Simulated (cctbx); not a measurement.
## A disordered crystal of nominal Cd5Fe

Cell a = 7.8520 Å, b = 7.8520 Å, c = 7.8520 Å, α = 90.00°, β = 90.00°, γ = 90.00°; space group F-43m (no. 216); nominal formula Cd5Fe.

The data are simulated with cctbx, not measured: Mo Kα, λ = 0.71073 Å, to d = 0.65 Å, 80 % of the full sphere, strongest reflection 5000 counts, noise from counting, a 6 % proportional error and a noise floor of 8 counts (s.d.); no absorption.

With every site full:

```text
Rint 0.057, 123 unique reflections to 0.65 A
cycle     R1     wR2    GooF  max shift (A)
   1  0.1516  0.3186  11.301   0.00008
   2  0.0174  0.0377   1.337   0.00000
final R1 0.0174 wR2 0.0377 GooF 1.337  parameters 5  data/parameter 24.6
atom        x        y        z      Ueq    occ   su(xyz)  su(Uiso or U11)
Cd1    0.37771  0.12229  0.12229   0.0069  1.000  0.00008  0.0001
Cd2    0.25000  0.25000  0.75000   0.0062  1.000  0.00000  0.0003
Fe1    0.00000  0.00000  0.00000   0.0135  1.000  0.00000  0.0006
difference map: max 1.25 min -2.01 rms 0.26
Q1    0.0807  0.0807  0.5807   16    1.25  1.66 A from Cd1
Q2    0.1926  0.1926  0.1926   16    0.71  1.65 A from Cd1
Q3    0.0718  0.0718  0.0718   16    0.69  0.98 A from Fe1
Q4    0.0168  0.1788  0.8212   48    0.65  1.96 A from Cd1
Q5    0.0441  0.2079  0.7079   48    0.57  1.62 A from Cd1
Q6    0.2500  0.2500  0.2500    4    0.49  1.74 A from Cd1
```

With the occupancies of the suspect sites free, each still typed as its main element:

```text
Rint 0.057, 123 unique reflections to 0.65 A
cycle     R1     wR2    GooF  max shift (A)
   1  0.0677  0.1428   5.088   0.00002
  19  0.0131  0.0264   0.941   0.00001
final R1 0.0131 wR2 0.0264 GooF 0.939  parameters 6  data/parameter 20.5
atom        x        y        z      Ueq    occ   su(xyz)  su(Uiso or U11)
Cd1    0.37776  0.12224  0.12224   0.0069  1.000  0.00006  0.0001
Cd2    0.25000  0.25000  0.75000   0.0066  1.000  0.00000  0.0002
Fe1    0.00000  0.00000  0.00000   0.0087  0.894  0.00000  0.0006
su of occupancy Fe1: 0.010
difference map: max 1.03 min -0.73 rms 0.19
Q1    0.0834  0.0834  0.5834   16    1.04  1.67 A from Cd1
Q2    0.1912  0.1912  0.1912   16    0.64  1.65 A from Cd1
Q3    0.1107  0.1107  0.1816   48    0.59  1.55 A from Cd1
Q4    0.0128  0.1718  0.8282   48    0.56  1.91 A from Fe1
Q5    0.0564  0.0564  0.8741   48    0.52  1.17 A from Fe1
Q6    0.0259  0.2011  0.7011   48    0.48  1.46 A from Cd1
```

**Question.** What is the disorder?

X-rays count electrons. Fe1 refines to 0.894(0.010), or 23.2 electrons; the site truly holds 0.9 Fe, 23.4 electrons, which is 0.900 of Fe. A value under 1 can't tell vacancies from a lighter guest, and one over 1 needs a heavier guest; chemistry or a second radiation must settle which. Occupancy correlates with U and the scale, so the match is approximate.

Freeing them takes R1 from 0.0174 to 0.0131 and GooF from 1.34 to 0.94.

The model was made for the exercise: a known structure type with other elements put in, its volume estimated, not relaxed; displacement parameters are assumed.

[Middle refinement cycles are left out of these outputs.]

[Logs are printed without paths, hosts, clocks, repeated set-up lines and the standing remarks that a program may print on its own settings, such as how far it seeks lower states.]
